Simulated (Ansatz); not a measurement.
# Site preference of a vacancy of Al in glassy 60SiO2-30Al2O3-5Li2O-5TiO2 (mol %) (72 atoms)

At which site of glassy 60SiO2-30Al2O3-5Li2O-5TiO2 (mol %) (72 atoms) does a vacancy of Al cost least, and what about the site decides it?

Calculated with Ansatz 0.2.0; Kohn-Sham DFT, revPBE, PAW (set soft_2), plane waves.

## (1) Starting point

The cell holds 72 atoms: 12 Si, 12 Al, 2 Li, 1 Ti and 45 O. Its edges and angles: a = 9.574 Å, b = 9.574 Å, c = 9.574 Å, α = 90.0°, β = 90.0°, γ = 90.0°. 72 atoms (12 Si, 12 Al, 2 Li, 1 Ti, 45 O) placed at random at 2.57 g/cm³, melted at 4000 K for 10 ps at fixed volume with the Morse and Coulomb pair potential with partial charges (Pedone, Malavasi, Menziani, Cormack and Segre, J. Phys. Chem. B 110, 11780 (2006)). Quenched from 4000 K to 300 K at 20 K/ps and fixed volume, held 10 ps at zero pressure.

What the set-up can't give: The quench rate of 20 K/ps is many orders above laboratory rates, so the cell is likely richer in defects and strain than a real sample. The starting topology of bonds comes from the classical model, and needn't be the one that DFT or experiment would give. Only the Γ point is sampled, in a cell whose shortest periodic width is 10 Å.

## (2) Single point at the start

A single point comes first, to see the forces before anything moves.

File input.yaml:

```yaml
crystal:
  lattice:
    - [9.57354, 0.0, 0.0]
    - [0.0, 9.57354, 0.0]
    - [0.0, 0.0, 9.57354]
  atoms:
    - { symbol: Si, position: [0.57274, 0.86482, 0.43417] }
    - { symbol: Si, position: [0.43588, 0.90275, 0.82302] }
    - { symbol: Si, position: [0.6929, 0.99528, 0.16567] }
    - { symbol: Si, position: [0.55913, 0.61553, 0.92008] }
    - { symbol: Si, position: [0.92804, 0.5726, 0.53034] }
    - { symbol: Si, position: [0.61256, 0.57974, 0.59946] }
    - { symbol: Si, position: [0.35962, 0.42546, 0.09791] }
    - { symbol: Si, position: [0.23685, 0.20323, 0.70262] }
    - { symbol: Si, position: [0.14852, 0.61879, 0.01284] }
    - { symbol: Si, position: [0.92192, 0.22888, 0.17959] }
    - { symbol: Si, position: [0.38163, 0.10088, 0.07297] }
    - { symbol: Si, position: [0.80789, 0.33984, 0.70476] }
    - { symbol: Al, position: [0.99697, 0.75244, 0.78351] }
    - { symbol: Al, position: [0.89809, 0.80306, 0.05204] }
    - { symbol: Al, position: [0.23084, 0.80691, 0.57108] }
    - { symbol: Al, position: [0.98213, 0.05609, 0.61922] }
    - { symbol: Al, position: [0.75221, 0.93592, 0.82978] }
    - { symbol: Al, position: [0.353, 0.47407, 0.43159] }
    - { symbol: Al, position: [0.08138, 0.30407, 0.46644] }
    - { symbol: Al, position: [0.84222, 0.49319, 0.00992] }
    - { symbol: Al, position: [0.55859, 0.11878, 0.65536] }
    - { symbol: Al, position: [0.02456, 0.05084, 0.91532] }
    - { symbol: Al, position: [0.95327, 0.85734, 0.39071] }
    - { symbol: Al, position: [0.19436, 0.54406, 0.69248] }
    - { symbol: Li, position: [0.22754, 0.1445, 0.35011] }
    - { symbol: Li, position: [0.75023, 0.1434, 0.43625] }
    - { symbol: Ti, position: [0.26355, 0.84443, 0.2603] }
    - { symbol: O, position: [0.58015, 0.57247, 0.75773] }
    - { symbol: O, position: [0.58087, 0.01188, 0.50896] }
    - { symbol: O, position: [0.78237, 0.13106, 0.22065] }
    - { symbol: O, position: [0.93852, 0.27753, 0.62118] }
    - { symbol: O, position: [0.02113, 0.8748, 0.94066] }
    - { symbol: O, position: [0.2595, 0.62524, 0.54883] }
    - { symbol: O, position: [0.89563, 0.71084, 0.46416] }
    - { symbol: O, position: [0.26439, 0.32674, 0.44559] }
    - { symbol: O, position: [0.60616, 0.73737, 0.53588] }
    - { symbol: O, position: [0.98439, 0.15744, 0.04513] }
    - { symbol: O, position: [0.86555, 0.38086, 0.1485] }
    - { symbol: O, position: [0.02278, 0.47928, 0.4482] }
    - { symbol: O, position: [0.77221, 0.49494, 0.59109] }
    - { symbol: O, position: [0.08021, 0.86701, 0.66441] }
    - { symbol: O, position: [0.36356, 0.25821, 0.07606] }
    - { symbol: O, position: [0.41675, 0.83244, 0.37001] }
    - { symbol: O, position: [0.58895, 0.97353, 0.78204] }
    - { symbol: O, position: [0.8897, 0.00311, 0.49042] }
    - { symbol: O, position: [0.68177, 0.24582, 0.67784] }
    - { symbol: O, position: [0.50514, 0.48978, 0.51767] }
    - { symbol: O, position: [0.83511, 0.40522, 0.84929] }
    - { symbol: O, position: [0.70151, 0.61497, 0.00956] }
    - { symbol: O, position: [0.14465, 0.13746, 0.56183] }
    - { symbol: O, position: [0.53868, 0.05561, 0.12826] }
    - { symbol: O, position: [0.37602, 0.49086, 0.24604] }
    - { symbol: O, position: [0.22082, 0.37438, 0.71086] }
    - { symbol: O, position: [0.48175, 0.76991, 0.91489] }
    - { symbol: O, position: [0.21711, 0.72551, 0.11989] }
    - { symbol: O, position: [0.00513, 0.59283, 0.67815] }
    - { symbol: O, position: [0.362, 0.86207, 0.68374] }
    - { symbol: O, position: [0.82161, 0.78105, 0.78223] }
    - { symbol: O, position: [0.27815, 0.02034, 0.18693] }
    - { symbol: O, position: [0.02719, 0.22544, 0.30986] }
    - { symbol: O, position: [0.19842, 0.46616, 0.03967] }
    - { symbol: O, position: [0.17924, 0.65304, 0.85536] }
    - { symbol: O, position: [0.97394, 0.62643, 0.01426] }
    - { symbol: O, position: [0.93998, 0.84505, 0.2122] }
    - { symbol: O, position: [0.46555, 0.49096, 0.98822] }
    - { symbol: O, position: [0.14352, 0.855, 0.40756] }
    - { symbol: O, position: [0.14908, 0.13802, 0.82013] }
    - { symbol: O, position: [0.38987, 0.16211, 0.68007] }
    - { symbol: O, position: [0.88572, 0.04953, 0.78596] }
    - { symbol: O, position: [0.67374, 0.88664, 0.29716] }
    - { symbol: O, position: [0.7639, 0.9276, 0.02414] }
    - { symbol: O, position: [0.37553, 0.01408, 0.93222] }
kpoints:
  mp_grid: { grid: [1, 1, 1] }
hamiltonian:
  xc: revpbe
scf:
  occupations: { method: gaussian, width: 0.025 }
output:
  forces: true
```

Run with:

```console
$ ansatz run input.yaml --threads 4 --pin off --max-ram 8192MiB --backend cpu --events-out ev --progress --plain --runs-dir out
```

Numbers of over 12 decimals in the logs are rounded to 6 here.

What it wrote:

```text
Engine: ansatz 0.2.0, x86_64-unknown-linux-gnu
Pseudopotentials: kind: paw
Pseudopotential: Si, paw, valence charge 4, recommended cutoff 420 eV (normal), Si.paw.azcp
Pseudopotential: Al, paw, valence charge 3, recommended cutoff 420 eV (normal), Al.paw.azcp
Pseudopotential: Li, paw, valence charge 3, recommended cutoff 420 eV (normal), Li.paw.azcp
Pseudopotential: Ti, paw, valence charge 12, recommended cutoff 420 eV (normal), Ti.paw.azcp
Pseudopotential: O, paw, valence charge 6, recommended cutoff 420 eV (normal), O.paw.azcp
[... 5 lines on functional and potentials left out ...]
Crystal: 72 atoms, lattice volume = 877.440 Å³
Basis set: ecut = 420 eV, 17071 PW (Γ), exchange–correlation on 128×128×128 points (8 copies of the dense FFT grid, shifted against one another)
Bands: 258, of which v1, the nominal top of the filled ones, is band 186 counted from 1 (185 counted from 0)
Symmetry: 1 space group operations
Space group: P1 (ITA 1), of the structure as read, at distance tolerance 9.6e-5 Å
k-points: 1
[... 15 lines on functional and potentials left out ...]
Initial density: superposition of atomic densities (neutral atoms: chi_scale 0, normalization atom), corrected by the library's trained network
Initial wavefunctions: pseudopotential atomic-orbital guess
Functional: x = revpbe(κ = 1.245, μ = 0.219515), c = pbe(β = 0.066725)
SCF iter   1: F=—  HF=-42715.370362 eV  |F-HF|=—  |Δ(HF+E_count)|=         —  Δρ=4.26e-3  dr2=1.89e-1  ethr=1.77e-3  ⟨swp⟩=6.0  Hψ=1147  notcnv=0  defer=32
preconditioner: auto → Resta (q_TF=auto, 2.365 Å⁻¹)  ε∞=3.2  [insulator: Δε(μ)=2.704 eV  Ē_g=15.934 eV  σ=0.025 eV  W_gap=1.00  n_scr=178 (ndim 8)  ℏωp=23.8 eV  f_vac=0.127  D(μ)=0.00/eV (n_scr^D=0)  ε∞_Penn≈3.2]
SCF iter   2: F=—  HF=-42715.348148 eV  |F-HF|=—  |Δ(HF+E_count)|=   2.22e-2  Δρ=2.31e-3  dr2=2.95e-2  ethr=5.09e-5  ⟨swp⟩=2.0  Hψ=441  notcnv=0  defer=66
SCF iter   3: F=—  HF=-42715.349285 eV  |F-HF|=—  |Δ(HF+E_count)|=   1.14e-3  Δρ=1.08e-3  dr2=1.17e-2  ethr=7.94e-6  ⟨swp⟩=2.0  Hψ=381  notcnv=0  defer=23
automatic band count: iteration 3 solves 215 bands in place of 258: the levels show a gap, and the empty bands left out lie too high to hold charge; the band table lists the bands solved (type scf.n_extra_bands for more)
SCF iter   4: F=—  HF=-42715.351353 eV  |F-HF|=—  |Δ(HF+E_count)|=   2.07e-3  Δρ=8.02e-4  dr2=6.92e-3  ethr=3.14e-6  ⟨swp⟩=2.0  Hψ=384  notcnv=0  defer=23
SCF iter   5: F=—  HF=-42715.350380 eV  |F-HF|=—  |Δ(HF+E_count)|=   9.73e-4  Δρ=1.83e-4  dr2=3.16e-4  ethr=1.86e-6  ⟨swp⟩=2.0  Hψ=384  notcnv=0  defer=23
SCF iter   6: F=—  HF=-42715.350587 eV  |F-HF|=—  |Δ(HF+E_count)|=   2.07e-4  Δρ=1.18e-4  dr2=1.05e-4  ethr=8.50e-8  ⟨swp⟩=2.0  Hψ=376  notcnv=0  defer=23
SCF iter   7: F=—  HF=-42715.350601 eV  |F-HF|=—  |Δ(HF+E_count)|=   1.41e-5  Δρ=3.34e-5  dr2=1.19e-5  ethr=2.81e-8  ⟨swp⟩=2.0  Hψ=356  notcnv=0  defer=23
SCF iter   8: F=—  HF=-42715.351957 eV  |F-HF|=—  |Δ(HF+E_count)|=   1.36e-3  Δρ=1.67e-5  dr2=2.07e-6  ethr=3.20e-9  ⟨swp⟩=2.0  Hψ=377  notcnv=0  defer=23
SCF iter   9: F=—  HF=-42715.351960 eV  |F-HF|=—  |Δ(HF+E_count)|=   2.45e-6  Δρ=8.97e-6  dr2=5.72e-7  ethr=5.57e-10  ⟨swp⟩=2.0  Hψ=356  notcnv=0  defer=23
SCF iter  10: F=-42715.351960 eV  HF=-42715.351960 eV  |F-HF|=2.67e-8  |Δ(HF+E_count)|=   2.31e-7  Δρ=2.82e-6  dr2=6.33e-8  ethr=2.69e-11  ⟨swp⟩=3.0  Hψ=918  notcnv=0
SCF 1 converged in 10 iterations: F = -42715.351960 eV  dr2 = 6.33e-8
  greatest PAW one-centre occupation: 1.000 electrons in one spin orbital (limit 2), on the Li atom at site 24 (counted from 0), in its partial waves of l = 0
SCF converged after 10 iterations
Free energy (F): -42715.351960 eV
Harris-Foulkes:  -42715.351960 eV  (|F-HF|=2.67e-8)
Internal energy: -42715.351960 eV  (E = F + TS)
E sigma→0 (E₀):  -42715.351960 eV
Fermi energy:    5.410135 eV
--- Per-component energies (eV) ---
  E_band       = -1599.884763
  E_kinetic    = 9257.543737
  E_local      = -25398.196383  (includes V_loc(G=0)·N_el)
  E_nonlocal   = 2481.206604
  E_hartree    = 9671.135676
  E_xc         = -4651.890326
  E_vxc        = -5375.705382  (∫ρ·V_xc dr)
  E_paw        = -20109.948723  (= ΣΔE_a)
  E_vpaw       = -1907.111646  (= ΣTr[D̂ρ^β])
  E_aug_tail   = 0.114656  (compensation charges beyond the density's cutoff)
  E_ewald      = -13964.183179
  E_core_change = -1.134022  (= ΣΔE_core)
  E_smearing   = -0.000000  (= −TS)
  E_closure    = 0.000000  (closes the sum)
  Σ components = -42715.351960   (vs F -42715.351960, Δ=0.00e0)
--- Forces (eV/Å), atoms counted from 1 ---
  atom   1  Si     0.32387045     0.04288129    -0.96255167
  atom   2  Si     0.42465818    -0.42805563     0.70317682
  atom   3  Si    -0.42062720     1.10888012     0.85858336
  atom   4  Si    -0.04430886     0.18734497     0.09857320
  atom   5  Si    -2.03751325    -0.83091855     2.72718002
  atom   6  Si     0.95770382     0.48818265    -1.53848143
  atom   7  Si    -2.08606117     0.75177452    -0.67436970
  atom   8  Si    -1.84550003     2.45585812    -2.19462942
  atom   9  Si    -0.94492378     0.25045388     0.41136692
  atom  10  Si     0.01660222    -0.61957541     0.02928083
  atom  11  Si     1.99824736    -4.35314578     1.24129402
  atom  12  Si     2.35481550     1.78225979    -1.30722903
  atom  13  Al     1.30191629     0.69228302    -0.08435799
  atom  14  Al     0.18670514    -1.32728590    -0.50703476
[...]
atom  71  O     -1.66858851     0.30868258    -0.42426435
  atom  72  O     -1.41573257     0.09317151    -0.80426246
  max |Σ_I F_I| component: 2.57e-4 eV/Å
```

Run time: 4 s. Hardware: 4 threads of Intel Xeon Platinum 8488C (Sapphire Rapids), shared host; peak memory 1.1 GiB; 14 s of CPU time.

In the SCF lines HF is the Harris–Foulkes energy and dr2 the Hartree energy of the density residual, in eV; the loop may stop once dr2 is under the threshold and the program's other checks hold. Hψ counts applications of the Hamiltonian.

The r.m.s. force at the start is 1.2 eV/Å.

## (3) Relaxation

The atoms are relaxed in the fixed cell, aiming at the force tolerance of the input.

File input.yaml:

```yaml
crystal:
  lattice:
    - [9.57354, 0.0, 0.0]
    - [0.0, 9.57354, 0.0]
    - [0.0, 0.0, 9.57354]
  atoms:
    [... the 72 atom lines of step 2 ...]
kpoints:
  mp_grid: { grid: [1, 1, 1] }
hamiltonian:
  xc: revpbe
scf:
  occupations: { method: gaussian, width: 0.025 }
output:
  forces: true
relax:
  f_tol: 0.05
  max_steps: 120
```

What it wrote:

```text
[...]
Crystal: 72 atoms, lattice volume = 877.440 Å³
Basis set: ecut = 420 eV, 17071 PW (Γ), exchange–correlation on 128×128×128 points (8 copies of the dense FFT grid, shifted against one another)
Bands: 258, of which v1, the nominal top of the filled ones, is band 186 counted from 1 (185 counted from 0)
Symmetry: 1 space group operations
[...]
k-points: 1
[...]
SCF iter   1: F=—  HF=-42715.370362 eV  |F-HF|=—  |Δ(HF+E_count)|=         —  Δρ=4.26e-3  dr2=1.89e-1  ethr=1.77e-3  ⟨swp⟩=6.0  Hψ=1147  notcnv=0  defer=32
[...]
SCF iter   6: F=—  HF=-42715.351934 eV  |F-HF|=—  |Δ(HF+E_count)|=   2.31e-4  Δρ=1.18e-4  dr2=1.05e-4  ethr=8.50e-8  ⟨swp⟩=2.0  Hψ=376  notcnv=0  defer=66
SCF iter   7: F=-42715.351954 eV  HF=-42715.351948 eV  |F-HF|=6.23e-6  |Δ(HF+E_count)|=   1.45e-5  Δρ=3.34e-5  dr2=1.20e-5  ethr=1.68e-8  ⟨swp⟩=2.0  Hψ=798  notcnv=0
SCF 1 converged in 7 iterations: F = -42715.351954 eV  dr2 = 1.20e-5
[...]
relax step   1: F+E_penalty+E_count = -42715.35195437 eV  Δ(F+E_penalty+E_count) = +0.000e0 eV  max|allowed force component| = 4.353e0 eV/Å  Δτ_max = 0.0000 Å  (7 SCF iters, dr2 threshold 6.25e-5 eV, accepted)
[...]
relax step   2: F+E_penalty+E_count = -42717.75074529 eV  Δ(F+E_penalty+E_count) = -2.399e0 eV  max|allowed force component| = 2.573e0 eV/Å  Δτ_max = 0.0959 Å  (7 SCF iters, dr2 threshold 1.00e-4 eV, accepted)
[...]
relax step   3: F+E_penalty+E_count = -42719.47976670 eV  Δ(F+E_penalty+E_count) = -1.729e0 eV  max|allowed force component| = 7.437e-1 eV/Å  Δτ_max = 0.1581 Å  (8 SCF iters, dr2 threshold 1.00e-4 eV, accepted)
relax step   4: F+E_penalty+E_count = -42719.76879126 eV  Δ(F+E_penalty+E_count) = -2.890e-1 eV  max|allowed force component| = 3.763e-1 eV/Å  Δτ_max = 0.2000 Å  (7 SCF iters, dr2 threshold 4.62e-5 eV, accepted)
relax step   5: F+E_penalty+E_count = -42719.85290335 eV  Δ(F+E_penalty+E_count) = -8.411e-2 eV  max|allowed force component| = 2.476e-1 eV/Å  Δτ_max = 0.0473 Å  (7 SCF iters, dr2 threshold 1.18e-5 eV, accepted)
relax step   6: F+E_penalty+E_count = -42719.91290810 eV  Δ(F+E_penalty+E_count) = -6.000e-2 eV  max|allowed force component| = 1.823e-1 eV/Å  Δτ_max = 0.0594 Å  (7 SCF iters, dr2 threshold 1.57e-5 eV, accepted)
relax step   7: F+E_penalty+E_count = -42720.02017049 eV  Δ(F+E_penalty+E_count) = -1.073e-1 eV  max|allowed force component| = 2.531e-1 eV/Å  Δτ_max = 0.2000 Å  (8 SCF iters, dr2 threshold 1.44e-5 eV, accepted)
relax step   8: F+E_penalty+E_count = -42720.04554445 eV  Δ(F+E_penalty+E_count) = -2.537e-2 eV  max|allowed force component| = 2.141e-1 eV/Å  Δτ_max = 0.0547 Å  (6 SCF iters, dr2 threshold 3.47e-5 eV, accepted)
relax step   9: F+E_penalty+E_count = -42720.10863544 eV  Δ(F+E_penalty+E_count) = -6.309e-2 eV  max|allowed force component| = 2.649e-1 eV/Å  Δτ_max = 0.1182 Å  (7 SCF iters, dr2 threshold 3.28e-5 eV, accepted)
relax step  10: F+E_penalty+E_count = -42720.13578333 eV  Δ(F+E_penalty+E_count) = -2.715e-2 eV  max|allowed force component| = 5.494e-1 eV/Å  Δτ_max = 0.1925 Å  (8 SCF iters, dr2 threshold 5.02e-5 eV, accepted)
relax step  11: F+E_penalty+E_count = -42720.21328075 eV  Δ(F+E_penalty+E_count) = -7.750e-2 eV  max|allowed force component| = 3.776e-1 eV/Å  Δτ_max = 0.0699 Å  (6 SCF iters, dr2 threshold 1.00e-4 eV, accepted)
relax step  12: F+E_penalty+E_count = -42720.29151312 eV  Δ(F+E_penalty+E_count) = -7.823e-2 eV  max|allowed force component| = 4.630e-1 eV/Å  Δτ_max = 0.2000 Å  (8 SCF iters, dr2 threshold 6.74e-5 eV, accepted)
relax step  13: F+E_penalty+E_count = -42720.29849802 eV  Δ(F+E_penalty+E_count) = -6.985e-3 eV  max|allowed force component| = 7.517e-1 eV/Å  Δτ_max = 0.0814 Å  (6 SCF iters, dr2 threshold 1.00e-4 eV, accepted)
relax step  14: F+E_penalty+E_count = -42720.33748968 eV  Δ(F+E_penalty+E_count) = -3.899e-2 eV  max|allowed force component| = 1.671e-1 eV/Å  Δτ_max = 0.0357 Å  (5 SCF iters, dr2 threshold 1.00e-4 eV, accepted)
relax step  15: F+E_penalty+E_count = -42720.37766255 eV  Δ(F+E_penalty+E_count) = -4.017e-2 eV  max|allowed force component| = 3.143e-1 eV/Å  Δτ_max = 0.1106 Å  (10 SCF iters, accepted)
relax step  16: F+E_penalty+E_count = -42720.42004241 eV  Δ(F+E_penalty+E_count) = -4.238e-2 eV  max|allowed force component| = 3.680e-1 eV/Å  Δτ_max = 0.1947 Å  (8 SCF iters, dr2 threshold 6.17e-6 eV, accepted)
relax step  17: F+E_penalty+E_count = -42720.45757008 eV  Δ(F+E_penalty+E_count) = -3.753e-2 eV  max|allowed force component| = 2.049e-1 eV/Å  Δτ_max = 0.0859 Å  (6 SCF iters, dr2 threshold 1.00e-4 eV, accepted)
relax step  18: F+E_penalty+E_count = -42720.49264075 eV  Δ(F+E_penalty+E_count) = -3.507e-2 eV  max|allowed force component| = 2.054e-1 eV/Å  Δτ_max = 0.0600 Å  (7 SCF iters, dr2 threshold 1.30e-5 eV, accepted)
relax step  19: F+E_penalty+E_count = -42720.48383797 eV  Δ(F+E_penalty+E_count) = +8.803e-3 eV  max|allowed force component| = 4.416e-1 eV/Å  Δτ_max = 0.1904 Å  (8 SCF iters, dr2 threshold 1.31e-5 eV, rejected (line search))
relax step  20: F+E_penalty+E_count = -42720.54431961 eV  Δ(F+E_penalty+E_count) = -5.168e-2 eV  max|allowed force component| = 2.028e-1 eV/Å  Δτ_max = 0.0915 Å  (10 SCF iters, accepted)
relax step  21: F+E_penalty+E_count = -42720.58256391 eV  Δ(F+E_penalty+E_count) = -3.824e-2 eV  max|allowed force component| = 1.443e-1 eV/Å  Δτ_max = 0.1000 Å  (7 SCF iters, dr2 threshold 4.01e-5 eV, accepted)
relax step  22: F+E_penalty+E_count = -42720.60772007 eV  Δ(F+E_penalty+E_count) = -2.516e-2 eV  max|allowed force component| = 2.252e-1 eV/Å  Δτ_max = 0.1500 Å  (8 SCF iters, dr2 threshold 1.05e-5 eV, accepted)
relax step  23: F+E_penalty+E_count = -42720.62084615 eV  Δ(F+E_penalty+E_count) = -1.313e-2 eV  max|allowed force component| = 3.865e-1 eV/Å  Δτ_max = 0.0364 Å  (6 SCF iters, dr2 threshold 2.57e-5 eV, accepted)
relax step  24: F+E_penalty+E_count = -42720.63279721 eV  Δ(F+E_penalty+E_count) = -1.195e-2 eV  max|allowed force component| = 2.584e-1 eV/Å  Δτ_max = 0.0312 Å  (6 SCF iters, dr2 threshold 1.00e-4 eV, accepted)
relax step  25: F+E_penalty+E_count = -42720.64467670 eV  Δ(F+E_penalty+E_count) = -1.188e-2 eV  max|allowed force component| = 7.039e-2 eV/Å  Δτ_max = 0.0231 Å  (5 SCF iters, dr2 threshold 2.98e-5 eV, accepted)
relax step  26: F+E_penalty+E_count = -42720.64854769 eV  Δ(F+E_penalty+E_count) = -3.871e-3 eV  max|allowed force component| = 6.548e-2 eV/Å  Δτ_max = 0.0130 Å  (8 SCF iters, accepted)
relax step  27: F+E_penalty+E_count = -42720.65328335 eV  Δ(F+E_penalty+E_count) = -4.736e-3 eV  max|allowed force component| = 6.155e-2 eV/Å  Δτ_max = 0.0253 Å  (8 SCF iters, accepted)
relax step  28: F+E_penalty+E_count = -42720.65682300 eV  Δ(F+E_penalty+E_count) = -3.540e-3 eV  max|allowed force component| = 4.602e-2 eV/Å  Δτ_max = 0.0335 Å  (6 SCF iters, dr2 threshold 3.28e-6 eV, accepted)
[...]
relax step  29: F+E_penalty+E_count = -42720.65682398 eV  Δ(F+E_penalty+E_count) = -9.850e-7 eV  max|allowed force component| = 4.587e-2 eV/Å  Δτ_max = 0.0000 Å  (5 SCF iters, accepted)
SCF converged after 5 iterations
Free energy (F): -42720.656824 eV
[...]
Internal energy: -42720.656824 eV  (E = F + TS)
E sigma→0 (E₀):  -42720.656824 eV
Fermi energy:    5.527114 eV
[...]
Σ components = -42720.656824   (vs F -42720.656824, Δ=0.00e0)
--- Forces (eV/Å), atoms counted from 1 ---
  atom   1  Si     0.00363944    -0.00896553     0.00297413
  atom   2  Si    -0.01009765     0.00019667     0.00905188
  atom   3  Si     0.00579500     0.01109192     0.00466475
  atom   4  Si     0.02353206     0.00939925     0.02371560
[...]
atom  72  O     -0.00397276    -0.00170049    -0.01702238
  max |Σ_I F_I| component: 2.15e-4 eV/Å
--- Relaxed structure (29 steps of the walk, 28 accepted, 0 SCFs on fresh bases) ---
  F+E_penalty+E_count = -42720.65682398 eV   max|allowed force component| = 4.587e-2 eV/Å
  atoms:
    - { symbol: Si, position: [0.559053, 0.871086, 0.440692] }
    - { symbol: Si, position: [0.439982, 0.896281, 0.834258] }
    - { symbol: Si, position: [0.673775, 0.983771, 0.179215] }
    - { symbol: Si, position: [0.573678, 0.617653, 0.927886] }
[...]
- { symbol: O, position: [0.356318, 0.00439233, 0.936571] }
```

Elapsed: 93 s, on 4 threads; peak memory 1.1 GiB; 5.3 min of CPU time.

The relaxation converged after 29 steps, 5.30 eV below its start, with a largest force component of 0.046 eV/Å.

(Continued in part 2 of 3.)

[Logs are printed without paths, hosts, clocks, repeated set-up lines and the standing remarks that a program may print on its own settings, such as how far it seeks lower states.]

[Hosts, paths, dates, database ids (printed as entryN), source tags and the programs' standing remarks are cut or masked in the printed files.]
